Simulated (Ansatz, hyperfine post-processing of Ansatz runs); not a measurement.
# NaCoF3: isotropic lines and sites in a paramagnetic 23Na spectrum

Calculated values: DFT, PBEsol+U, plane-wave PAW, default files (PAW set soft_2), collinear spin, scalar-relativistic (Ansatz), contact and point-dipole shifts scaled to 320 K with Θ = 0 K (a pure Curie law); spin-only moments, above the ordering temperature.

```cif
data_structure
_symmetry_space_group_name_H-M 'P 1'
_symmetry_Int_Tables_number 1
_cell_length_a 5.1813
_cell_length_b 5.1813
_cell_length_c 7.4360
_cell_angle_alpha 90.000
_cell_angle_beta 90.000
_cell_angle_gamma 145.848
_cell_volume 112.07
loop_
_atom_site_label
_atom_site_type_symbol
_atom_site_fract_x
_atom_site_fract_y
_atom_site_fract_z
_atom_site_occupancy
Co1 Co 0.00000 0.00000 0.00000 1
Co2 Co 0.00000 0.00000 0.50000 1
Na3 Na 0.25155 0.74845 0.75000 1
Na4 Na 0.74845 0.25155 0.25000 1
F5 F 0.63181 0.36819 0.94035 1
F6 F 0.36819 0.63181 0.05965 1
F7 F 0.63181 0.36819 0.55965 1
F8 F 0.36819 0.63181 0.44035 1
F9 F 0.92214 0.07786 0.75000 1
F10 F 0.07786 0.92214 0.25000 1
```

23Na MAS at 4.7 T (53.0 MHz), 40 kHz, 320 K; contact and dipolar shift alone, no orbital or quadrupolar part; lines under 1.5 % of the strongest are left out. NMR lines, with heights relative to the strongest:

```
position (ppm)  intensity
         287.9         13
        1043.2        100
        1798.4         11
        2553.6        2.5
```

**Question.** Which lines are isotropic ones rather than spinning sidebands, and which Na atoms give them?

Sidebands are spaced by 755 ppm (the spinning rate over the resonance of 53.0 MHz). An isotropic line need not be the tallest: it is the area-weighted centre of its own family of sidebands, and the one that stays put when the rate is changed. Isotropic shifts: 1043 ppm for atom 3 and the 1 atom equivalent to it (10 Co through links of 88 to 95° (8), 107° (4) and 156° (4)), reduced anisotropy 913 ppm.

[Logs are printed without paths, hosts, clocks, repeated set-up lines and the standing remarks that a program may print on its own settings, such as how far it seeks lower states.]

[Hosts, paths, dates, database ids (printed as entryN), source tags and the programs' standing remarks are cut or masked in the printed files.]
